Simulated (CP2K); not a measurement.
The N K edge of ammonia was computed by TDDFT (CP2K XAS_TDP, aug-cc-pVTZ, TDA) at these levels: BHandHLYP, PBE, PBEh(45%) and PBEh(45%) + GW2X. The first three lines of N1 (bonded to 3 H) with a strength over 0.0015, energy in eV and strength:

| run | first | second | third |
| --- | --- | --- | --- |
| 1 | 396.67 (0.007) | 398.03 (0.050) | 399.17 (0.014) |
| 2 | 398.82 (0.008) | 400.18 (0.061) | 401.39 (0.015) |
| 3 | 379.56 (0.002) | 380.69 (0.007) | 381.87 (0.007) |
| 4 | 401.26 (0.007) | 402.62 (0.049) | 403.76 (0.013) |

Which run is which?

Run 1: PBEh(45%) (45 % exact exchange). Run 2: BHandHLYP (50 % exact exchange). Run 3: PBE (0 % exact exchange). Run 4: PBEh(45%) + GW2X (45 % exact exchange). Self-interaction lifts the core level, so the uncorrected lines rise with the share of exact exchange. The GW2X run keeps the spacings of its parent: 1.36 eV between the first two lines in run 4, 1.36 eV in run 1. Its shift is +4.59 eV, since the Kohn–Sham level at this share of exchange lies that far above the quasiparticle level.

[Hosts, paths, dates, database ids (printed as entryN), source tags and the programs' standing remarks are cut or masked in the printed files.]
